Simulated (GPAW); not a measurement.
Consider LiYMo3O8 (P3m1).

```xyz
13
Lattice="6.2816 0.0000 0.0000 -3.1408 5.4400 0.0000 0.0000 0.0000 4.9627" Properties=species:S:1:pos:R:3 pbc="T T T"
Mo   -1.5451    4.5187    1.2285
Mo    1.5451    4.5187    1.2285
Mo    0.0000    1.8425    1.2285
Y     3.1408    1.8133    3.7121
O     4.8443    0.8298    2.3938
O     3.1408    3.7804    2.3938
O     1.4372    0.8298    2.3938
O     0.0000    3.6267    2.3063
O     1.5328    2.7417    0.2071
O     0.0000    5.3966    0.2071
O    -1.5328    2.7417    0.2071
O     0.0000    0.0000    0.2016
Li    0.0000    0.0000    3.3929
```

Absorber: atom 13, with 1 O at 1.77 Å and 3 O at 1.94 Å (distorted tetrahedral, site symmetry 3m). Method: GPAW, LDA, excited-electron core hole (neutral cell), 13-atom cell with 5.0 Å between holes, 6×6×6 k points, dipole transitions, Gaussian full width 0.9 eV up to 4 eV, rising linearly to 3.5 eV at 25 eV.

**Question.** Predict the near-edge structure at the Li K edge.

Main maxima up to 24 eV above the zero (height): 3.4 eV (0.67), 5.3 eV (2.86), 7.5 eV (1.88), 10.5 eV (1.55) and 20.8 eV (0.57). A K edge sees empty p states on the absorber. The total-energy difference is 56.23 eV. One term is added: -3.34 eV, since the hole is spin-paired here and a spin-polarised one costs that much less in the free atom (computed apart). The photon energy is then 52.89 eV. The tabulated edge of the element is 54.7 eV. The functional leaves an error in such absolute values: in the free atom LDA prices this hole 1.0 eV below PBE (computed apart), and PBE is itself good to a few eV.

The Li K spectrum (energy from the lowest empty level; intensity scaled to a mean of 1 over the first 20 eV; polarised curves are means over the symmetry-equivalent atoms):

| E (eV) | isotropic | ε ⊥ c | ε ∥ c |
| --- | --- | --- | --- |
| -2.0 | 0.00 | 0.00 | 0.00 |
| -1.4 | 0.00 | 0.00 | 0.00 |
| -0.8 | 0.00 | 0.00 | 0.00 |
| -0.2 | 0.03 | 0.02 | 0.06 |
| 0.4 | 0.07 | 0.03 | 0.15 |
| 1.0 | 0.02 | 0.01 | 0.05 |
| 1.6 | 0.05 | 0.03 | 0.07 |
| 2.2 | 0.21 | 0.20 | 0.21 |
| 2.8 | 0.45 | 0.55 | 0.26 |
| 3.4 | 0.67 | 0.92 | 0.19 |
| 4.0 | 0.56 | 0.76 | 0.18 |
| 4.6 | 1.50 | 2.05 | 0.40 |
| 5.2 | 2.84 | 3.97 | 0.60 |
| 5.8 | 2.05 | 2.64 | 0.86 |
| 6.4 | 1.27 | 1.30 | 1.20 |
| 7.0 | 1.66 | 1.47 | 2.05 |
| 7.6 | 1.87 | 1.51 | 2.59 |
| 8.2 | 1.65 | 1.28 | 2.38 |
| 8.8 | 1.44 | 1.11 | 2.11 |
| 9.4 | 1.37 | 1.14 | 1.84 |
| 10.0 | 1.49 | 1.50 | 1.46 |
| 10.6 | 1.55 | 1.81 | 1.01 |
| 11.2 | 1.42 | 1.67 | 0.90 |
| 11.8 | 1.27 | 1.26 | 1.27 |
| 12.4 | 1.19 | 0.91 | 1.76 |
| 13.0 | 1.13 | 0.73 | 1.92 |
| 13.6 | 1.03 | 0.67 | 1.75 |
| 14.2 | 0.94 | 0.67 | 1.48 |
| 14.8 | 0.86 | 0.66 | 1.26 |
| 15.4 | 0.79 | 0.64 | 1.10 |
| 16.0 | 0.72 | 0.60 | 0.95 |
| 16.6 | 0.63 | 0.54 | 0.80 |
| 17.2 | 0.54 | 0.49 | 0.63 |
| 17.8 | 0.47 | 0.46 | 0.48 |
| 18.4 | 0.44 | 0.47 | 0.39 |
| 19.0 | 0.47 | 0.51 | 0.39 |
| 19.6 | 0.52 | 0.55 | 0.45 |
| 20.2 | 0.56 | 0.58 | 0.52 |
| 20.8 | 0.57 | 0.57 | 0.58 |
| 21.4 | 0.56 | 0.55 | 0.58 |
| 22.0 | 0.52 | 0.51 | 0.54 |
| 22.6 | 0.47 | 0.48 | 0.46 |
| 23.2 | 0.42 | 0.44 | 0.38 |
| 23.8 | 0.38 | 0.42 | 0.32 |
| 24.4 | 0.36 | 0.40 | 0.29 |
| 25.0 | 0.35 | 0.39 | 0.28 |
| 25.6 | 0.35 | 0.39 | 0.29 |
| 26.2 | 0.36 | 0.39 | 0.31 |
| 26.8 | 0.37 | 0.40 | 0.32 |
| 27.4 | 0.38 | 0.41 | 0.33 |
| 28.0 | 0.39 | 0.41 | 0.33 |
| 28.6 | 0.39 | 0.42 | 0.33 |
| 29.2 | 0.39 | 0.42 | 0.33 |
| 29.8 | 0.39 | 0.42 | 0.33 |
| 30.4 | 0.39 | 0.42 | 0.33 |
| 31.0 | 0.38 | 0.41 | 0.32 |
| 31.6 | 0.37 | 0.40 | 0.31 |

The unit cell's mesh shows no gap over 0.35 eV. That is right for a metallic compound; for a small-gap or correlated insulator it would be the fault of the functional or of the assumed magnetic order, and the hole would be screened too well. The holes are only 5.0 Å apart, so the shape is probably not converged with cell size; no larger cell was run here. The structure is a computed Materials Project entry and may be a hypothetical form.

[Banner, clock and machine lines of the logs are left out without a mark of their own.]

[Logs are printed without paths, hosts, clocks, repeated set-up lines and the standing remarks that a program may print on its own settings, such as how far it seeks lower states.]

[Hosts, paths, dates, database ids (printed as entryN), source tags and the programs' standing remarks are cut or masked in the printed files.]

[Lists of maxima count a maximum above −3 eV only where it reaches 4 % of the highest in the window and stands out from its surroundings by 2 % of it (1.5 % where it reaches 55 %); shoulders and weaker maxima are passed over, and of the rest the first, up to two pre-edge ones and the few strongest are named.]
